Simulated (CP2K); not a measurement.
Consider formaldoxime at its PBE geometry (Å).

```xyz
6

C    -0.8804   -0.1159   -0.0175
N     0.2661   -0.1707    0.5475
O     1.2871    0.2952   -0.3161
H    -1.7224   -0.4620    0.5811
H    -1.0290    0.2511   -1.0382
H     2.0785    0.2023    0.2432
```

Method: CP2K XAS_TDP, all-electron GAPW, PBEh(45%), aug-cc-pVTZ, TDA, no relativity.

**Question.** Predict the bright core excitations at the C K edge.

Leading lines: C1 280.82 eV. The leading line of an atom is its first one with 35 % of the strongest within 2.5 eV of its lowest line over the strength cut. 

The first six lines of each atom with a strength over 0.0015:

```
                    atom  energy (eV)  states  strength, one atom
C1 (bonded to N and 2 H)       280.82       1              0.0546
                               284.74       1              0.0080
                               285.19       1              0.0199
                               285.72       1              0.0051
                               286.19       1              0.0021
                               286.28       1              0.0083
```

Lines are vertical, at one geometry, with no vibrational structure. Without a correction of the core level, line positions, and the gaps between valence and Rydberg lines, follow the share of exact exchange. At this level such K lines come out 3 to 6 eV under measured ones. These values hold no scalar relativity, about 0.1 eV for C 1s. Rydberg lines, and the discretised continuum above threshold, depend on the basis and the box.

[Banner, clock and machine lines of the logs are left out without a mark of their own.]

[Logs are printed without paths, hosts, clocks, repeated set-up lines and the standing remarks that a program may print on its own settings, such as how far it seeks lower states.]

[Hosts, paths, dates, database ids (printed as entryN), source tags and the programs' standing remarks are cut or masked in the printed files.]
